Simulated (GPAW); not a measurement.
# A GW chain in GPAW: NaF (Villiaumite)

How does a plane-wave GW calculation on NaF (Villiaumite) run from the first input to the gap?

Calculated with GPAW 26.7.0; PBE and many-body steps on it, plane waves.

This is a report of a sequence of runs, with most program output left out.

The database entry behind the starting cell differs from later determinations by our own check (0.1 to 0.3 % short, probably kX units), so it need not match the best structure at ambient conditions.

### 1. The starting structure

It takes space group Fm-3m (No. 225, cubic). The conventional cell has a = 4.620 Å, b = 4.620 Å, c = 4.620 Å, α = 90.00°, β = 90.00°, γ = 90.00°. Na has 6 F at 2.31 Å nearest. Nearest to F lie 6 Na at 2.31 Å. Farther neighbours and most contacts between anions are not listed.

Structure file:

```
Na F
1.0
     0.00000    2.31000    2.31000
     2.31000    0.00000    2.31000
     2.31000    2.31000    0.00000
Na F
1 1
Direct
  0.00000 0.00000 0.00000
  0.50000 0.50000 0.50000
```

The cell and positions come from the Crystallography Open Database and are kept as given unless a step says otherwise.

### 2. Ground state

This step: GPAW 26.7.0; DFT, PBE, plane waves, PAW.

The ground-state density comes first.

run.py reads:

```python
import json
import numpy as np
from gpaw.mpi import world
from ase import Atoms
from gpaw import GPAW, PW, FermiDirac

atoms = Atoms(['Na', 'F'],
    cell=[[0.0000000000, 2.3100000000, 2.3100000000],
      [2.3100000000, 0.0000000000, 2.3100000000],
      [2.3100000000, 2.3100000000, 0.0000000000]],
    scaled_positions=[[0.0000000000, 0.0000000000, 0.0000000000],
      [0.5000000000, 0.5000000000, 0.5000000000]],
    pbc=(True, True, True))
calc = GPAW(mode=PW(600),
    xc='PBE',
    kpts={'size': (8, 8, 8), 'gamma': True},
    occupations=FermiDirac(0.001),
    nbands=-7,
    convergence={'density': 1e-6, 'bands': -3},
    maxiter=100,
    txt='gs.txt')
atoms.calc = calc
res = {'energy': atoms.get_potential_energy()}
kpts = calc.get_ibz_k_points()
res['kpts'] = kpts
res['eigenvalues'] = [calc.get_eigenvalues(kpt=k) for k in range(len(kpts))]
res['n_electrons'] = calc.get_number_of_electrons()
calc.write('gs.gpw')

if world.rank == 0:
    with open('result.json', 'w') as f:
        json.dump(res, f, default=lambda x: x.tolist())
```

Started as:

```
mpirun -n 4 gpaw python run.py
```

It took 7 s on 4 MPI ranks of Intel Xeon Platinum 8259CL at 2.50GHz (Skylake/Cascade Lake), shared host; peak memory 0.64 GiB; 27 s of CPU time.

Numbers from this step:

* total energy: -8.490 eV
* gap: 6.378 eV
* k of the valence top: 0, 0, 0
* k of the conduction bottom: 0, 0, 0
* least direct gap: 6.378 eV

The gap is direct, at Γ.

### 3. Bands along the symmetry lines

Levels along a band path, at the cheap level, show where the edges lie and whether the meshes to come will hold them.

run.py reads:

```python
import json
import numpy as np
from gpaw.mpi import world
from gpaw import GPAW

path = [[0.000000, 0.000000, 0.000000],
    [0.062500, 0.000000, 0.062500],
    [0.125000, 0.000000, 0.125000],
    [0.187500, 0.000000, 0.187500],
    [0.250000, 0.000000, 0.250000],
    [0.312500, 0.000000, 0.312500],
    [0.375000, 0.000000, 0.375000],
    [0.437500, 0.000000, 0.437500],
    [0.500000, 0.000000, 0.500000],
    [0.515625, 0.031250, 0.515625],
    [0.531250, 0.062500, 0.531250],
    [0.546875, 0.093750, 0.546875],
    [0.562500, 0.125000, 0.562500],
    [0.578125, 0.156250, 0.578125],
    [0.593750, 0.187500, 0.593750],
    [0.609375, 0.218750, 0.609375],
    [0.625000, 0.250000, 0.625000],
    [0.375000, 0.375000, 0.750000],
    [0.328125, 0.328125, 0.656250],
    [0.281250, 0.281250, 0.562500],
    [0.234375, 0.234375, 0.468750],
    [0.187500, 0.187500, 0.375000],
    [0.140625, 0.140625, 0.281250],
    [0.093750, 0.093750, 0.187500],
    [0.046875, 0.046875, 0.093750],
    [0.000000, 0.000000, 0.000000],
    [0.062500, 0.062500, 0.062500],
    [0.125000, 0.125000, 0.125000],
    [0.187500, 0.187500, 0.187500],
    [0.250000, 0.250000, 0.250000],
    [0.312500, 0.312500, 0.312500],
    [0.375000, 0.375000, 0.375000],
    [0.437500, 0.437500, 0.437500],
    [0.500000, 0.500000, 0.500000],
    [0.500000, 0.468750, 0.531250],
    [0.500000, 0.437500, 0.562500],
    [0.500000, 0.406250, 0.593750],
    [0.500000, 0.375000, 0.625000],
    [0.500000, 0.343750, 0.656250],
    [0.500000, 0.312500, 0.687500],
    [0.500000, 0.281250, 0.718750],
    [0.500000, 0.250000, 0.750000],
    [0.500000, 0.218750, 0.718750],
    [0.500000, 0.187500, 0.687500],
    [0.500000, 0.156250, 0.656250],
    [0.500000, 0.125000, 0.625000],
    [0.500000, 0.093750, 0.593750],
    [0.500000, 0.062500, 0.562500],
    [0.500000, 0.031250, 0.531250],
    [0.500000, 0.000000, 0.500000]]
calc = GPAW('gs.gpw').fixed_density(kpts=path,
    symmetry='off',
    nbands=17,
    convergence={'bands': 13},
    txt='bands.txt')
res = {}
kpts = calc.get_ibz_k_points()
res['kpts'] = kpts
res['eigenvalues'] = [calc.get_eigenvalues(kpt=k) for k in range(len(kpts))]
res['n_electrons'] = calc.get_number_of_electrons()

if world.rank == 0:
    with open('result.json', 'w') as f:
        json.dump(res, f, default=lambda x: x.tolist())
```

Started as:

```
mpirun -n 4 gpaw python run.py
```

It took 6.6 s on 4 MPI ranks; peak memory 0.67 GiB; 26 s of CPU time.

This step gave:

| Quantity | Value |
| --- | --- |
| gap | 6.378 eV |
| k of the valence top | 0, 0, 0 |
| k of the conduction bottom | 0, 0, 0 |
| least direct gap | 6.378 eV |

The gap is 6.378 eV, as in the run before at this level.

The electronic bands at the labelled points (eV, zero at the top of the highest filled band; v1 is the highest filled band, c1 the lowest empty one):

```csv
point,v4,v3,v2,v1,c1,c2,c3,c4
Γ,-18.87,0.00,0.00,0.00,6.38,19.08,19.08,19.08
halfway,-18.50,-0.91,-0.21,-0.21,8.82,15.08,19.31,19.59
X,-18.93,-1.28,-0.41,-0.41,13.28,13.37,13.73,20.02
halfway,-18.68,-1.22,-0.54,-0.40,13.29,13.33,14.03,19.63
U,-18.46,-1.06,-0.84,-0.37,12.93,13.35,14.85,19.53
jump to K,-18.46,-1.06,-0.84,-0.37,12.93,13.35,14.85,19.53
halfway,-18.35,-1.02,-0.33,-0.17,9.03,14.83,18.42,21.05
Γ,-18.87,0.00,0.00,0.00,6.38,19.08,19.08,19.08
halfway,-18.41,-0.91,-0.13,-0.13,8.26,15.26,19.89,19.89
L,-18.13,-1.61,-0.26,-0.26,10.87,12.59,20.34,20.34
halfway,-18.28,-1.32,-0.58,-0.34,11.88,12.84,17.28,19.17
W,-18.44,-0.88,-0.88,-0.58,13.33,13.33,15.35,17.04
halfway,-18.59,-1.17,-0.55,-0.49,13.29,13.36,14.32,18.59
X,-18.93,-1.28,-0.41,-0.41,13.28,13.37,13.73,20.02
```

### 4. Empty states on the mesh, 6×6×6 mesh, 376 bands

The sums over transitions need many empty states on a uniform mesh; this step solves for them.

run.py reads:

```python
import json
import numpy as np
from gpaw.mpi import world
from gpaw import GPAW

calc = GPAW('gs.gpw').fixed_density(kpts={'size': (6, 6, 6), 'gamma': True},
    parallel={'domain': 1, 'band': 1},
    txt='nscf.txt')
calc.diagonalize_full_hamiltonian(nbands=376)
calc.write('full.gpw', mode='all')
res = {}
kpts = calc.get_ibz_k_points()
res['kpts'] = kpts
res['eigenvalues'] = [calc.get_eigenvalues(kpt=k) for k in range(len(kpts))]
res['n_electrons'] = calc.get_number_of_electrons()

if world.rank == 0:
    with open('result.json', 'w') as f:
        json.dump(res, f, default=lambda x: x.tolist())
```

Started as:

```
mpirun -n 4 gpaw python run.py
```

The job ended after 8.5 s (4 MPI ranks; peak memory 0.98 GiB; 33 s of CPU time).

Numbers from this step:

```
gap                                                           : 6.378 eV
k of the valence top                                          : 0, 0, 0
k of the conduction bottom                                    : 0, 0, 0
least direct gap                                              : 6.378 eV
k points computed                                             : 16
lowest point of the top converged band, above the valence top : 345.1271 eV
```

On this mesh the gap is 6.378 eV.

### 5. Screening and self-energy, 6×6×6 mesh, 170 bands, screening to 210 eV

G0W0 replaces the xc potential by the self-energy, built once from these orbitals. Only a window of levels is corrected, while the sums run over the empty bands that the input names.

This step: G0W0 on PBE, plane waves, PAW.

run.py reads:

```python
import json
import numpy as np
from gpaw.mpi import world
from gpaw.response.g0w0 import G0W0

gw = G0W0('full.gpw',
    filename='gw',
    kpts=[0],
    bands=(5, 9),
    ecut=210,
    nbands=170,
    integrate_gamma='WS',
    ppa=True)
gw.calculate()
res = {mode: {k: v for k, v in r.items() if k != 'sigma_eskwn'}
       for mode, r in gw.all_results.items()}

if world.rank == 0:
    with open('result.json', 'w') as f:
        json.dump(res, f, default=lambda x: x.tolist())
```

Started as:

```
mpirun -n 4 gpaw python run.py
```

Run time: 2 min. Hardware: 4 MPI ranks; peak memory 1.3 GiB.

Numbers from this step:

| Quantity | Value |
| --- | --- |
| G0W0 gap on the points computed | 10.59 eV |
| least direct G0W0 gap on the computed points | 10.59 eV |
| Z at the valence top | 0.8144 |
| Z at the conduction bottom | 0.9036 |
| starting gap on the mesh | 6.378 eV |
| k of the valence top | 0, 0, 0 |
| k of the conduction bottom | 0, 0, 0 |

The gap on the mesh goes from 6.38 eV to 10.59 eV, a correction of +4.22 eV.

Limits: finite bands, cutoff and mesh. v1 is the top filled band, c1 the lowest empty one. The levels before and after the correction (eV, zero at the valence-band top of each column):

```csv
,conduction bottom,valence top
Kohn-Sham,6.38,0.00
G0W0,10.59,0.00
```

```csv
,level,energy (eV)
Kohn-Sham,Γ v2-v1,0.000
Kohn-Sham,Γ c1,6.378
Kohn-Sham,Γ c2,19.082
G0W0,Γ v2-v1,0.000
G0W0,Γ c1,10.594
G0W0,Γ c2,23.485
```

### 6. Where the time went

Times are wall times on 4 MPI ranks of Intel Xeon Platinum 8259CL at 2.50GHz (Skylake/Cascade Lake), shared host, good to a factor of about two.

```csv
step,time,share,memory (GiB)
ground state,7 s,5 %,0.64
bands along the symmetry lines,6.6 s,5 %,0.67
empty states on the mesh,8.5 s,6 %,0.98
screening and self-energy,2 min,85 %,1.3
```

### 7. Summary of results

```yaml
pbe_gap: 6.38 eV, direct
g0w0_gap_on_the_mesh: 10.59 eV
gw_settings: 6×6×6 mesh, 170 bands, screening to 210 eV, Godby-Needs plasmon pole
known_limits: not at the basis limit
```

**Reading.** G0W0 moves the gap on the mesh from 6.38 eV to 10.59 eV (+4.22 eV), with Z of 0.81 and 0.90 at the edges. Only 1 of the mesh's irreducible points was corrected, so a valley elsewhere could overtake. The dearest step here is «screening and self-energy». Bands and cutoff are finite, so the gap is not at the basis limit. The miss can reach some tenths of an eV and take either sign; the mesh is an error of its own. These stock PAW sets were not made for GW. In the G0W0 run levels were corrected at 1 k point alone, so a gap called «on the mesh» is the least over those, and an edge elsewhere would be missed.

[Paths, hosts, dates, memory and timing lines, banners, echoed tables and standing remarks are left out of the program output.]

[Logs are printed without paths, hosts, clocks, repeated set-up lines and the standing remarks that a program may print on its own settings, such as how far it seeks lower states.]

[Runs of the session that timed out or met a known fault of the program may be left out.]

[Hosts, paths, dates, database ids (printed as entryN), source tags and the programs' standing remarks are cut or masked in the printed files.]
